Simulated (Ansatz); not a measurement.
# Work function of Cu(111): what the settings cost and change, part 2 of 2

How far do cutoff, k-mesh and smearing move the work function of Cu(111)?

Ansatz 0.2.0; plane-wave DFT, PBE, Ansatz PAW.

So far. Step 6 (Run): The work function is 5.243 eV, +0.427 eV from the run “cutoff 420 eV”, at 0.089 times its CPU time.

## (7) Slab

input.yaml

```yaml
crystal:
  lattice:
    - [2.5526554801, 0.0, 0.0]
    - [1.27632774, 2.2106644929, 0.0]
    - [0.0, 0.0, 30.5054068306]
  atoms:
    - { symbol: Cu, position: [0.0, 0.0, 0.2950296664] }
    - { symbol: Cu, position: [0.3333333333, 0.3333333333, 0.3633531109] }
    - { symbol: Cu, position: [0.6666666667, 0.6666666667, 0.4316765555] }
    - { symbol: Cu, position: [0.0, 0.0, 0.5] }
    - { symbol: Cu, position: [0.3333333333, 0.3333333333, 0.5683234445] }
    - { symbol: Cu, position: [0.6666666667, 0.6666666667, 0.6366468891] }
    - { symbol: Cu, position: [0.0, 0.0, 0.7049703336] }
kpoints:
  mp_grid: { grid: [6, 6, 1] }
hamiltonian:
  xc: pbe
scf:
  occupations: { method: fermi_dirac, width: 0.1 }
  convergence: { dr2_threshold: 1.0e-09 }
efield:
  axis: 3
  dipole_correction: true
  ramp_position: 0.97
  ramp_width: 0.06
output:
  write_potential: true
  write_density: true
  volumetric_format: npy
```

Launch:

```
$ ansatz run input.yaml --threads 2 --pin off --max-ram 3072MiB --backend cpu --events-out ev --progress --plain --runs-dir out
```

Numbers of over 12 decimals in the logs are rounded to 6 here.

The program printed:

```text
[...]
Crystal: 7 atoms, lattice volume = 172.144 Å³
Basis set: ecut = 420 eV, 3443 PW (Γ)
Bands: 80, of which v1, the nominal top of the filled ones, is band 67 counted from 1 (66 counted from 0)
Symmetry: 6 space group operations
k-points: 7 of 36 (time reversal used)
[...]
k-point 0: bands = [... 63 lower, 3.7831, 3.7831, 3.9204, 3.9204, 4.0026, 4.0026, 4.7760, 5.1364, ... 9 higher]
  k-point 1: bands = [... 63 lower, 3.7781, 3.7893, 3.9328, 4.0232, 4.2519, 5.0120, 6.1840, 6.9329, ... 9 higher]
  k-point 2: bands = [... 63 lower, 3.8661, 3.9585, 4.0604, 4.3921, 5.4625, 6.8534, 8.5049, 10.0451, ... 9 higher]
  k-point 6: bands = [... 63 lower, 8.9374, 8.9767, 8.9767, 9.0886, 9.3089, 9.3089, 9.9051, 9.9051, ... 9 higher]
[key lines of the parts left out:]
SCF converged after 12 iterations
Free energy (F): -46375.133461 eV
Fermi energy:    5.584355 eV
Dipole field:    D = -0.000004 V/Å  (p = -0.000004 e·Å, saw-weighted, corrected)
Work function:   Φ+ = 4.8160 eV   Φ− = 4.8158 eV
```

The job ended after 21 s (2 threads of Arm Neoverse N1, shared host; peak memory 0.46 GiB; 27 s of CPU time).

The work function is 4.816 eV, +0.001 eV from the run “cutoff 420 eV”, at 0.17 times its CPU time.

## (8) Slab

Changes to input.yaml since step 7:

```diff
@@ -14,3 +14,3 @@
 kpoints:
-  mp_grid: { grid: [6, 6, 1] }
+  mp_grid: { grid: [12, 12, 1] }
 hamiltonian:
```

The program printed:

```text
[...]
Crystal: 7 atoms, lattice volume = 172.144 Å³
Basis set: ecut = 420 eV, 3443 PW (Γ)
Bands: 80, of which v1, the nominal top of the filled ones, is band 67 counted from 1 (66 counted from 0)
Symmetry: 6 space group operations
k-points: 19 of 144 (time reversal used)
[...]
k-point 0: bands = [... 63 lower, 3.8233, 3.8233, 3.9703, 3.9703, 4.0137, 4.0137, 4.8118, 5.1599, ... 9 higher]
  k-point 1: bands = [... 63 lower, 3.7100, 3.8247, 3.8828, 3.9718, 4.0178, 4.3291, 5.3049, 5.7606, ... 9 higher]
  k-point 2: bands = [... 63 lower, 3.7838, 3.8254, 3.9749, 4.0285, 4.2511, 5.0207, 6.2134, 6.9447, ... 9 higher]
  k-point 18: bands = [... 63 lower, 8.9197, 8.9483, 8.9483, 9.0761, 9.3205, 9.3205, 9.9749, 9.9749, ... 9 higher]
[key lines of the parts left out:]
SCF converged after 12 iterations
Free energy (F): -46375.309467 eV
Fermi energy:    5.564066 eV
Dipole field:    D = -0.000000 V/Å  (p = -0.000000 e·Å, saw-weighted, corrected)
Work function:   Φ+ = 4.8280 eV   Φ− = 4.8280 eV
```

It took 48 s on 2 threads; peak memory 0.57 GiB; 80 s of CPU time.

The work function is 4.828 eV, +0.013 eV from the run “cutoff 420 eV”, at 0.52 times its CPU time.

## (9) Run

Changes to input.yaml since step 8:

```diff
@@ -14,3 +14,3 @@
 kpoints:
-  mp_grid: { grid: [12, 12, 1] }
+  mp_grid: { grid: [27, 27, 1] }
 hamiltonian:
```

The program printed:

```text
[...]
Crystal: 7 atoms, lattice volume = 172.144 Å³
Basis set: ecut = 420 eV, 3443 PW (Γ)
Bands: 80, of which v1, the nominal top of the filled ones, is band 67 counted from 1 (66 counted from 0)
Symmetry: 6 space group operations
k-points: 75 of 729 (time reversal used)
[...]
k-point 0: bands = [... 63 lower, 3.8091, 3.8091, 3.9717, 3.9717, 4.0040, 4.0040, 4.8124, 5.1557, ... 9 higher]
  k-point 1: bands = [... 63 lower, 3.8095, 3.8753, 3.9026, 3.9719, 3.9995, 4.0046, 4.9343, 5.2979, ... 9 higher]
  k-point 2: bands = [... 63 lower, 3.7436, 3.8105, 3.8407, 3.9723, 4.0065, 4.2393, 5.2186, 5.6459, ... 9 higher]
  k-point 74: bands = [... 63 lower, 8.8925, 8.9150, 8.9150, 9.0513, 9.3104, 9.3104, 9.9777, 9.9777, ... 9 higher]
[key lines of the parts left out:]
SCF converged after 13 iterations
Free energy (F): -46375.313921 eV
Fermi energy:    5.591430 eV
Dipole field:    D = 0.000000 V/Å  (p = 0.000000 e·Å, saw-weighted, corrected)
Work function:   Φ+ = 4.8175 eV   Φ− = 4.8175 eV
```

Run time: 3.2 min. Hardware: 2 threads; peak memory 1.2 GiB.

The work function is 4.817 eV, +0.002 eV from the run “cutoff 420 eV”, at 2.2 times its CPU time.

## (10) Run

Changes to input.yaml since step 9:

```diff
@@ -14,3 +14,3 @@
 kpoints:
-  mp_grid: { grid: [27, 27, 1] }
+  mp_grid: { grid: [18, 18, 1] }
 hamiltonian:
@@ -18,3 +18,3 @@
 scf:
-  occupations: { method: fermi_dirac, width: 0.1 }
+  occupations: { method: gaussian, width: 0.05 }
   convergence: { dr2_threshold: 1.0e-09 }
```

The program printed:

```text
[...]
Crystal: 7 atoms, lattice volume = 172.144 Å³
Basis set: ecut = 420 eV, 3443 PW (Γ)
Bands: 80, of which v1, the nominal top of the filled ones, is band 67 counted from 1 (66 counted from 0)
Symmetry: 6 space group operations
k-points: 37 of 324 (time reversal used)
[...]
k-point 0: bands = [... 63 lower, 3.8037, 3.8037, 3.9638, 3.9638, 4.0013, 4.0013, 4.8027, 5.1475, ... 9 higher]
  k-point 1: bands = [... 63 lower, 3.8045, 3.8063, 3.8467, 3.9645, 4.0030, 4.1064, 5.0545, 5.4467, ... 9 higher]
  k-point 2: bands = [... 63 lower, 3.6725, 3.8062, 3.9662, 3.9704, 4.0078, 4.5283, 5.5737, 6.1023, ... 9 higher]
  k-point 36: bands = [... 63 lower, 8.8997, 8.9189, 8.9189, 9.0603, 9.3123, 9.3123, 9.9641, 9.9641, ... 9 higher]
[key lines of the parts left out:]
SCF converged after 15 iterations
Free energy (F): -46375.269293 eV
Fermi energy:    5.573507 eV
Dipole field:    D = -0.000002 V/Å  (p = -0.000002 e·Å, saw-weighted, corrected)
Work function:   Φ+ = 4.8399 eV   Φ− = 4.8398 eV
```

Wall time 1.8 min (2 threads); peak memory 0.76 GiB; 2.9 min of CPU time.

The work function is 4.840 eV, +0.025 eV from the run “cutoff 420 eV”, at 1.1 times its CPU time.

## (11) Run

Changes to input.yaml since step 10:

```diff
@@ -18,3 +18,3 @@
 scf:
-  occupations: { method: gaussian, width: 0.05 }
+  occupations: { method: methfessel_paxton, width: 0.2 }
   convergence: { dr2_threshold: 1.0e-09 }
```

The program printed:

```text
[...]
Crystal: 7 atoms, lattice volume = 172.144 Å³
Basis set: ecut = 420 eV, 3443 PW (Γ)
Bands: 80, of which v1, the nominal top of the filled ones, is band 67 counted from 1 (66 counted from 0)
Symmetry: 6 space group operations
k-points: 37 of 324 (time reversal used)
[...]
k-point 0: bands = [... 63 lower, 3.8074, 3.8074, 3.9637, 3.9637, 4.0017, 4.0017, 4.8042, 5.1490, ... 9 higher]
  k-point 1: bands = [... 63 lower, 3.8067, 3.8082, 3.8458, 3.9643, 4.0034, 4.1091, 5.0557, 5.4482, ... 9 higher]
  k-point 2: bands = [... 63 lower, 3.6711, 3.8098, 3.9658, 3.9702, 4.0081, 4.5307, 5.5747, 6.1036, ... 9 higher]
  k-point 36: bands = [... 63 lower, 8.9001, 8.9217, 8.9217, 9.0595, 9.3108, 9.3108, 9.9662, 9.9662, ... 9 higher]
[key lines of the parts left out:]
SCF converged after 12 iterations
Free energy (F): -46375.271683 eV
Fermi energy:    5.588819 eV
Dipole field:    D = -0.000001 V/Å  (p = -0.000001 e·Å, saw-weighted, corrected)
Work function:   Φ+ = 4.8226 eV   Φ− = 4.8226 eV
```

Run time: 89 s. Hardware: 2 threads; peak memory 0.76 GiB; 2.5 min of CPU time.

The work function is 4.823 eV, +0.007 eV from the run “cutoff 420 eV”, at 1.0 times its CPU time.

## (12) Slab

Changes to input.yaml since step 11:

```diff
@@ -18,3 +18,3 @@
 scf:
-  occupations: { method: methfessel_paxton, width: 0.2 }
+  occupations: { method: fermi_dirac, width: 0.3 }
   convergence: { dr2_threshold: 1.0e-09 }
```

The program printed:

```text
band count auto-derived: 86 (N_el = 133.0; filled up to band 67; 80 by the electrons, moments and atoms)
[...]
Crystal: 7 atoms, lattice volume = 172.144 Å³
Basis set: ecut = 420 eV, 3443 PW (Γ)
Bands: 86, of which v1, the nominal top of the filled ones, is band 67 counted from 1 (66 counted from 0)
Symmetry: 6 space group operations
[...]
k-point 0: bands = [... 63 lower, 3.7548, 3.7548, 3.9179, 3.9179, 3.9503, 3.9503, 4.7925, 5.1371, ... 15 higher]
  k-point 1: bands = [... 63 lower, 3.7557, 3.7663, 3.7998, 3.9183, 3.9518, 4.0593, 5.0384, 5.4303, ... 15 higher]
  k-point 2: bands = [... 63 lower, 3.6251, 3.7574, 3.9167, 3.9192, 3.9558, 4.4865, 5.5528, 6.0805, ... 15 higher]
  k-point 36: bands = [... 63 lower, 8.8551, 8.8760, 8.8760, 9.0151, 9.2755, 9.2755, 9.9436, 9.9436, ... 15 higher]
[key lines of the parts left out:]
SCF converged after 13 iterations
Free energy (F): -46375.633012 eV
Fermi energy:    5.589008 eV
Dipole field:    D = 0.000000 V/Å  (p = 0.000000 e·Å, saw-weighted, corrected)
Work function:   Φ+ = 4.8477 eV   Φ− = 4.8477 eV
```

Elapsed: 1.8 min, on 2 threads; peak memory 0.81 GiB; 3.1 min of CPU time.

The work function is 4.848 eV, +0.032 eV from the run “cutoff 420 eV”, at 1.2 times its CPU time.

## (13) Slab

Changes to input.yaml since step 12:

```diff
@@ -18,3 +18,3 @@
 scf:
-  occupations: { method: fermi_dirac, width: 0.3 }
+  occupations: { method: cold, width: 0.1 }
   convergence: { dr2_threshold: 1.0e-09 }
```

The program printed:

```text
[...]
Crystal: 7 atoms, lattice volume = 172.144 Å³
Basis set: ecut = 420 eV, 3443 PW (Γ)
Bands: 80, of which v1, the nominal top of the filled ones, is band 67 counted from 1 (66 counted from 0)
Symmetry: 6 space group operations
k-points: 37 of 324 (time reversal used)
[...]
k-point 0: bands = [... 63 lower, 3.7987, 3.7987, 3.9580, 3.9580, 3.9952, 3.9952, 4.8003, 5.1447, ... 9 higher]
  k-point 1: bands = [... 63 lower, 3.7996, 3.8010, 3.8407, 3.9586, 3.9969, 4.1014, 5.0515, 5.4434, ... 9 higher]
  k-point 2: bands = [... 63 lower, 3.6664, 3.8013, 3.9602, 3.9642, 4.0017, 4.5236, 5.5702, 6.0985, ... 9 higher]
  k-point 36: bands = [... 63 lower, 8.8931, 8.9132, 8.9132, 9.0532, 9.3057, 9.3057, 9.9594, 9.9594, ... 9 higher]
[key lines of the parts left out:]
SCF converged after 13 iterations
Free energy (F): -46375.268252 eV
Fermi energy:    5.579328 eV
Dipole field:    D = -0.000002 V/Å  (p = -0.000002 e·Å, saw-weighted, corrected)
Work function:   Φ+ = 4.8393 eV   Φ− = 4.8392 eV
```

The job ended after 90 s (2 threads; peak memory 0.76 GiB; 2.6 min of CPU time).

The work function is 4.839 eV, +0.024 eV from the run “cutoff 420 eV”, at 1.0 times its CPU time.

## (14) The series together

Times are for 2 threads of Arm Neoverse N1, shared host. The series side by side:

| no. | setting | work function, upper face (eV) | time | memory (GiB) |
| --- | --- | --- | --- | --- |
| 1 | cutoff 200 eV | 5.414 | 41 s | 0.43 |
| 2 | cutoff 300 eV | 4.816 | 71 s | 0.56 |
| 3 | cutoff 420 eV | 4.815 | 88 s | 0.76 |
| 4 | cutoff 600 eV | 4.815 | 2.6 min | 1.1 |
| 5 | mesh 3x3 | 5.243 | 13 s | 0.41 |
| 6 | mesh 6x6 | 4.816 | 21 s | 0.46 |
| 7 | mesh 12x12 | 4.828 | 48 s | 0.57 |
| 8 | mesh 27x27 | 4.817 | 3.2 min | 1.2 |
| 9 | Gaussian smearing 0.05 eV | 4.840 | 1.8 min | 0.76 |
| 10 | methfessel_paxton smearing 0.2 eV | 4.823 | 89 s | 0.76 |
| 11 | fermi_dirac smearing 0.3 eV | 4.848 | 1.8 min | 0.81 |
| 12 | cold smearing 0.1 eV | 4.839 | 90 s | 0.76 |

## (15) The same run with other settings

An input spoilt on purpose, to show how the run answers: it repeats the earlier run “cutoff 200 eV” with efield.amplitude to 0 and efield.dipole_correction from true to false, and scf.max_iter set to 60; its output block differs too.

Changes to input.yaml since step 13:

```diff
@@ -18,9 +18,13 @@
 scf:
-  occupations: { method: cold, width: 0.1 }
+  occupations: { method: fermi_dirac, width: 0.1 }
   convergence: { dr2_threshold: 1.0e-09 }
+  max_iter: 60
 efield:
   axis: 3
-  dipole_correction: true
+  dipole_correction: false
   ramp_position: 0.97
   ramp_width: 0.06
+  amplitude: 0
+basis:
+  ecutwfc: "200 eV"
 output:
```

The program printed:

```text
Error: invalid value for `efield.amplitude`: is zero with dipole_correction: false — the section would apply nothing; set a non-zero amplitude, enable dipole_correction, or remove the block
```

The job ended after 0.03 s (2 threads; peak memory 0.06 GiB).

The input was rejected at the start.

The program's message: “Error: invalid value for `efield.amplitude`: is zero with dipole_correction: false — the section would apply nothing; set a non-zero amplitude, enable dipole_correction, or remove the block”

The fault put into the input: a field block that applies nothing.

## (16) What came out

```yaml
work_function_cutoff_200_ev: 5.414 eV
work_function_cutoff_420_ev: 4.815 eV
work_function_cutoff_600_ev: 4.815 eV
```

**Reading.** The run at the highest cutoff gives 4.81 eV, and the settings tried spread the value from 4.81 to 5.41 eV. Against 600 eV, a cutoff of 200 eV is off by +0.599 eV. Against 600 eV, a cutoff of 420 eV is off by +0.000 eV. Against the finest mesh, 27 points along a, the coarser ones are off by +0.43 (3), -0.00 (6) and +0.01 (12) eV. The smearing schemes and widths spread it over 0.03 eV. The program marks the value as in doubt in “cutoff 200 eV”. The ladder's slabs use the tabulated experimental lattice constant (two decimals; a low-temperature value for the alkali metals). In 2 runs of the series (cutoff 200 eV and cutoff 300 eV) the program warns that electrons reach the sawtooth's ramp, which makes dipole and work function less sure.

Comparison with the measured values:

| quantity | measured | cutoff 600 eV |
| --- | --- | --- |
| work function (clean (111) face, a compiled value) (eV) | 4.9 | 4.81 (-0.09 eV) |

Measured values from arxiv:1902.07811 (2019).

**Verdict.** The work function is off by -0.09 eV: good agreement. The grades are ours: good and fair within 3 and 7 % for the work function. No cell relaxation is part of this session.

[Logs are printed without paths, hosts, clocks, repeated set-up lines and the standing remarks that a program may print on its own settings, such as how far it seeks lower states.]

[Hosts, paths, dates, database ids (printed as entryN), source tags and the programs' standing remarks are cut or masked in the printed files.]

[Maps of the electrostatic potential energy from Ansatz leave out the sawtooth potential of an applied field or a dipole correction, so their vacuum need not be flat; planar profiles and work functions include it.]
